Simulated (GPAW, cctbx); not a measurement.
# Be2Cu3P: deformation density and structure factors from DFT

Aim: compute the bonding part of the density of Be2Cu3P, find which reflections carry it, and see how it biases an ordinary refinement.

The cell comes from substitution in a known structure type and wasn't matched to any measured phase. All numbers below are calculated.

### 1. Find the equilibrium geometry

The density hangs on the geometry, so cell and atoms are relaxed first, with the symmetry held. The cutoff is set higher than for the density because stress converges slowly with plane waves.

Settings: GPAW 26.7.0, PBE, 570 eV, 5×5×5 k-points, Fermi–Dirac width 0.1 eV, BFGS to 0.03 eV/Å.

```text
cell
1.0
     2.212000000    1.277098795    3.268000000
    -2.212000000    1.277098795    3.268000000
     0.000000000   -2.554197591    3.268000000
Cu P Be
3 1 2
Direct
0.500000000 0.000000000 0.000000000
0.000000000 0.500000000 0.000000000
0.000000000 0.000000000 0.500000000
0.000000000 0.000000000 0.000000000
0.620333333 0.620333333 0.620333333
0.379666667 0.379666667 0.379666667
```

```console
$ OMP_NUM_THREADS=1 mpirun -n 4 gpaw python run.py > gpaw.log
```

```text
BFGS:    0      -19.642992        3.966405
BFGS:    1      -20.160222        3.445943
BFGS:    2      -21.213537        2.199098
BFGS:    3      -21.856658        1.134491
...
BFGS:   10      -22.182965        0.045659
BFGS:   11      -22.183186        0.031566
BFGS:   12      -22.183222        0.029541
cell  4.5271 4.5271 4.5271  64.55 64.55 64.55
volume 72.144 A^3, largest force 0.027 eV/A, largest stress 0.08 GPa
```

The cell moved far, while the k-mesh and basis were chosen for the start, so the final shape may be somewhat biased.

After 12 steps the volume has changed by +30.2 % and the energy by -2.540 eV; the largest stress left is 0.08 GPa. It took 1.8 min on 4 cores of Arm Neoverse V1 (shared host), peak memory 0.89 GiB.

Relaxed structure: R-3m (no. 166), a = 4.8345 Å, b = 4.8345 Å, c = 10.6928 Å, α = 90.00°, β = 90.00°, γ = 120.00°.

```csv
atom,mult.,x,y,z
Cu1,9,2/3,5/6,5/6
P1,3,0,0,0
Be1,6,1/3,2/3,0.2894
```

### 2. The all-electron density

X-rays see the whole electron density, so the PAW density is rebuilt with its core regions. Subtracting spherical free atoms from the same code cancels the cores and leaves the deformation density Δρ, the part due to bonding.

Settings: PBE, 450 eV, 6×6×6 k-points, Fermi–Dirac width 0.1 eV; primitive cell of 6 atoms.

```console
$ OMP_NUM_THREADS=1 mpirun -n 4 gpaw python run.py > gpaw.log
```

```text
|iter:   1|       0s |  -27.636918 | +0.55 |       |
|iter:   2|       1s |  -24.550204 | -1.22 | -0.79 |
|iter:   3|       2s |  -22.260609 | -0.95 | -0.96 |
...
|iter:   8|       7s |  -22.086727c| -5.99 | -3.58 |
|iter:   9|       8s |  -22.086727c| -7.18 | -4.01c|
|iter:  10|       9s |  -22.086725c| -7.75c| -4.35c|
```

```text
grid (48, 48, 48)  electrons 110.000  moved by bonding 1.120 e
deformation density beyond 0.5 A of the nuclei: max 0.078, min -0.297 e/A^3
atom        x       y       z   Voronoi charge  moment
Cu1    0.5000  1.0000  0.0000      0.062       0.00
Cu2    0.0000  0.5000  0.0000      0.062       0.00
Cu3    0.0000  0.0000  0.5000      0.062       0.00
P 4    0.0000  0.0000  0.0000     -0.174       0.00
Be5    0.6227  0.6227  0.6227     -0.006       0.00
Be6    0.3773  0.3773  0.3773     -0.006       0.00
mean inner potential of superposed free atoms 18.671 V
total magnetic moment 0.000 muB
```

Deformation density in a plane through the shortest contact of the Cu atom at the origin, in 0.01 e/Å³ (clipped at ±99); x from -1.6 to 3.9 Å, y from 2.4 down to -2.4 Å:

```text
-20   . -22  -2   2   1   0   0   1   2   3  -1 -13   .   .  -8
  .   .   .  -4   2   2   0  -1   0   1   1  -3 -11   .   .  -9
-27   . -12  -1   3   3   1   0   0   1   2   0 -14 -32 -15  -5
  2  -2   1   4   4   3   2   1   1   1   3   5   4  -1  -1   3
  7   6   4   2  -3  -3   0   2   2  -1  -2   3   7   7   5   3
  4   7   2 -10   . -11  -8   4   5  -3  -5   .   1   7   6  -5
  1   8   0 -32   .   . -21   4   7  -1   .   .  -2   6   6 -13
 -1   5   2 -10   . -18  -8   4   7   2  -3   .  -4   4   5  -5
  0   3   2  -1  -4  -3   3   5   7   7   4  -1  -1   2   2   1
  1   1   2   2   3   4   4   0  -2   3   6   3   1   1   1   2
  1   0   0   2   3   3  -3 -14   . -20  -2   2   1   0   0   1
  1   0   0   1   2   1  -7   .   .   .  -5   1   2   0  -1   0
  2   1   0   0   2   1  -5 -31   . -17  -3   3   3   1   0   0
```

Atoms in or within 0.15 Å of the plane: Cu (0.0, 0.0), Cu (3.2, 2.0), Cu (1.3, -2.0), Cu (-1.3, 2.0), P (2.3, 0.0) Å. Dots mark points within about 0.45 Å of a nucleus; large values next to them are atomic features.

P gains most (-0.17 e) and Cu loses most (+0.06 e); P is the most electronegative element, but the order of the others doesn't follow electronegativity. Such charges fall far short of formal ones, since overlapping free atoms already put density on their neighbours. Along the shortest contact from the Cu atom at the map's origin, Cu–P at 2.26 Å, Δρ is +0.07 e/Å³ at the midpoint and highest, +0.08, 1.24 Å from Cu (points within 0.5 Å of a nucleus left out): a modest build-up. At the midpoints of other shortest contacts it is +0.04 (Cu–Cu, 2.42 Å), +0.02 (Be–Be, 2.62 Å), +0.03 (Cu–Be, 2.65 Å) and +0.01 (P–Be, 2.83 Å) e/Å³. Point values carry grid noise of about 0.01 e/Å³. The run needed 10 iterations, 17 s.

### 3. Structure factors

The Fourier components of Δρ, added to those of the free atoms, give the static X-ray structure factors; the Mott–Bethe relation turns them into the Fourier components V of the potential that fast electrons feel.

```text
static structure factors of the conventional cell: F in electrons, V (Mott-Bethe) in volts
   h  k  l      d  |F| table  |F| free   |F| DFT   change   |V| free  |V| DFT  change %
   1  0  1  3.8986   103.592   103.340   103.219   -0.121     3.684    3.723      1.1
   0  0  3  3.5643   185.240   184.372   183.511   -0.861     4.145    4.377      5.6
   1  0 -2  3.2963    40.740    40.392    39.955   -0.436     0.211    0.311     47.7
   1  1  0  2.4172    27.222    26.646    25.914   -0.732     1.070    0.979     -8.5
   1  0  4  2.2531    50.255    49.749    48.830   -0.919     1.743    1.842      5.7
   2  0 -1  2.0544   177.078   175.548   173.828   -1.720     5.154    5.308      3.0
   1  1  3  2.0006   100.519   100.069    99.212   -0.857     4.081    4.154      1.8
   2  0  2  1.9493   221.113   219.675   217.846   -1.829     7.002    7.149      2.1
   1  0 -5  1.9045    99.207    98.752    97.536   -1.216     3.948    4.041      2.4
   0  0  6  1.7821   210.875   209.531   207.543   -1.989     6.349    6.483      2.1
   2  0 -4  1.6482   193.358   192.197   190.797   -1.400     5.168    5.249      1.6
   2  1  1  1.5654    75.523    75.197    74.740   -0.457     2.055    2.078      1.2
   2  1 -2  1.5174    31.469    31.151    30.921   -0.230     0.495    0.506      2.3
   2  0  5  1.4960   136.039   135.149   134.478   -0.671     2.972    3.003      1.1
```

The largest X-ray change is -1.99 e on 006, 0.9 % of |F|. For electrons V goes as (Z − F)/g², so a change of F counts against Z − F, which is small at low angle and wherever the atoms' terms cancel: |V| of 1 0 -2 moves by +47.7 % (0.21 to 0.31 V) against -1.1 % in |F|. The last three rows still change by up to 0.67 e; the table stops while the angles are still low. The tabulated Hartree–Fock atoms differ from the free DFT atoms by up to 1.53 e, so the choice of reference atom matters too.

### 4. The functional ladder

The same geometry is run with other functionals, to see whether the bonding signal is larger than the spread between approximations. Free atoms are LDA for LDA and PBE otherwise. Any other changed setting is in the row's label.

```csv
run,ΔF 006 (e),ΔF 202 (e),ΔF 2 0 -1 (e),q(P) (e),moved (e),time
PBE,-1.989,-1.829,-1.720,-0.174,1.120,17 s
LDA,-2.028,-1.841,-1.704,-0.163,1.117,17 s
revPBE,-1.957,-1.807,-1.691,-0.178,1.113,17 s
```

At the base's settings ΔF(006) spans -2.028 to -1.957 e, a spread of 4 % of the PBE value; over the three listed reflections the spread is at most 4 %, so sign and size hold across the functionals. Times are from shared hosts.

### 5. What a spherical-atom refinement makes of it

Routine crystallography fits spherical atoms. To see the bias, intensities are simulated from tabulated atoms plus the DFT change ΔF, so that bonding alone can misfit (2414 reflections of the full sphere, merged to the counts below, to 0.5 Å, 1 % proportional noise plus counting noise, assumed isotropic U as listed, Δρ smeared by the mean U) and refined with cctbx over different ranges.

```csv
range,data,R1,GooF,U Cu1 (true 0.0067),U P1 (true 0.0083),U Be1 (true 0.0112),largest shift (Å),"Δρ max, min (e/Å³)"
all data,252,0.0044,1.17,0.0066,0.0082,0.0114,0.0004,"0.24, -0.22"
"low resolution, d > 0.84",60,0.0038,1.38,0.0062,0.0077,0.0107,0.0007,"0.10, -0.08"
"high order, d < 0.75",169,0.0046,0.97,0.0067,0.0083,0.0115,0.0005,"0.12, -0.10"
"occupancies free, d > 0.7",101,0.0040,1.37,0.0065,0.0081,0.0110,0.0014,"0.18, -0.11"
```

With all data GooF is 1.17, diluted by the many high-angle data; the misfit shows at low resolution; the top residual peak lies 1.40 Å from Cu and 1.40 Å from Cu, between them. U of Cu1 is off by -7 % at low resolution and by +0 % from high-order data, where mostly the cores scatter (GooF 0.97). With Cu1 held at 1 and the scale free, the other occupancies refine to P1 1.002(0.003) and Be1 0.996(0.011), within three s.u. of full.

### 6. Answer

Bonding moves 1.12 e in the primitive cell of Be2Cu3P and changes the structure factors of the conventional cell in the table above by at most 1.99 e (006, 0.9 %), and among reflections above 2 % of the strongest by up to 2.7 % (110). The shortest bond, Cu–P, has Δρ = +0.07 e/Å³ at its midpoint. At the base's settings ΔF(006) spans -2.028 to -1.957 e, a spread of 4 % of the PBE value; over the three listed reflections the spread is at most 4 %, so sign and size hold across the functionals. With all data GooF is 1.17, diluted by the many high-angle data. Limits: static density, frozen cores, no spin–orbit coupling.

[Outputs are excerpts: Python notices, other lines and further rows are left out; steps that failed or that the build refused (PBEsol, TPSS) are not shown.]

[Logs are printed without paths, hosts, clocks, repeated set-up lines and the standing remarks that a program may print on its own settings, such as how far it seeks lower states.]
